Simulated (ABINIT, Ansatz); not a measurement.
Computed results, one entry a study.

```
! title: How the form of the self-energy moves the gap of CdF2 (Fm-3m)
! method: RPA screening on PBE, plane waves, norm-conserving pseudopotentials (and 4 further levels or steps)
! program: ABINIT 10.8.3
! settings: cutoff 47 Ha, PseudoDojo scalar-relativistic 0.4.1 standard, norm-conserving, ngkpt (4, 4, 4), nband 64, ecuteps 5.2 Ha, gwcalctyp 2, nfreqre 16, nfreqim 8, inclvkb 2, freqremax 40 eV, spmeth 1, nomegasf 120, shiftk (0, 0, 0), symchi 1, awtr 1, frequency cd, 4×4×4 k-mesh
! cost: 9 runs, 2.3 min in all on 4 MPI ranks of Arm Neoverse V2, shared host
! notes: The program’s warnings: Min real frequency set to default [Ha] =. The cell and positions come from the Crystallography Open Database and are kept as given unless a step says otherwise. Limits: d shell near the gap, gap tends to lie low; no spin-orbit coupling. Static COHSEX lies above G0W0: it lacks the factor Z and overstates the Coulomb hole of the filled states. The 4×4×4 mesh is coarse for this cell, which bears on the long-range parts of exchange and screening.
! G0W0, Godby-Needs plasmon pole: 5.344 eV
! G0W0, von der Linden-Horsch plasmon pole: 5.262 eV
! G0W0, Hybertsen-Louie plasmon pole: 5.873 eV
! one-shot COHSEX: 6.578 eV
! one-shot Hartree-Fock: 14.771 eV
! G0W0, contour deformation: 5.323 eV
! known limits: short of the basis limit; d shell near the gap, gap tends to lie low; no spin-orbit coupling; coarse k mesh
CELL_PARAMETERS angstrom
0.00000 2.69400 2.69400
2.69400 0.00000 2.69400
2.69400 2.69400 0.00000
ATOMIC_POSITIONS crystal
Cd 0.00000 0.00000 0.00000
F 0.25000 0.25000 0.25000
F 0.75000 0.75000 0.75000
```

[Long decimals in the printed logs are rounded to 6 places.]

[Logs are printed without paths, hosts, clocks, repeated set-up lines and the standing remarks that a program may print on its own settings, such as how far it seeks lower states.]

[Paths, hosts, dates, memory and timing lines, banners, echoed tables and standing remarks are left out of the program output; an Ansatz launch command may be rebuilt from the run's recorded settings. Measured values are a selection of at most five: reports struck by readers or far from the other reports are left out. None is set beside runs whose start may be inverted or whose files or cutoffs have a known fault.]

[Runs of the session that timed out or met a known fault of the program may be left out.]

[Hosts, paths, dates, database ids (printed as entryN), source tags and the programs' standing remarks are cut or masked in the printed files.]

[G0W0 gaps are taken among the corrected bands and points alone; a level outside them can change the order at an edge.]

[Where Ansatz stands beside ABINIT at settings called matched, ABINIT's density can come from a denser mesh and the files from another edition; pairs whose starting gaps differed by over 0.03 eV were left out, so agreement reads better than it is.]
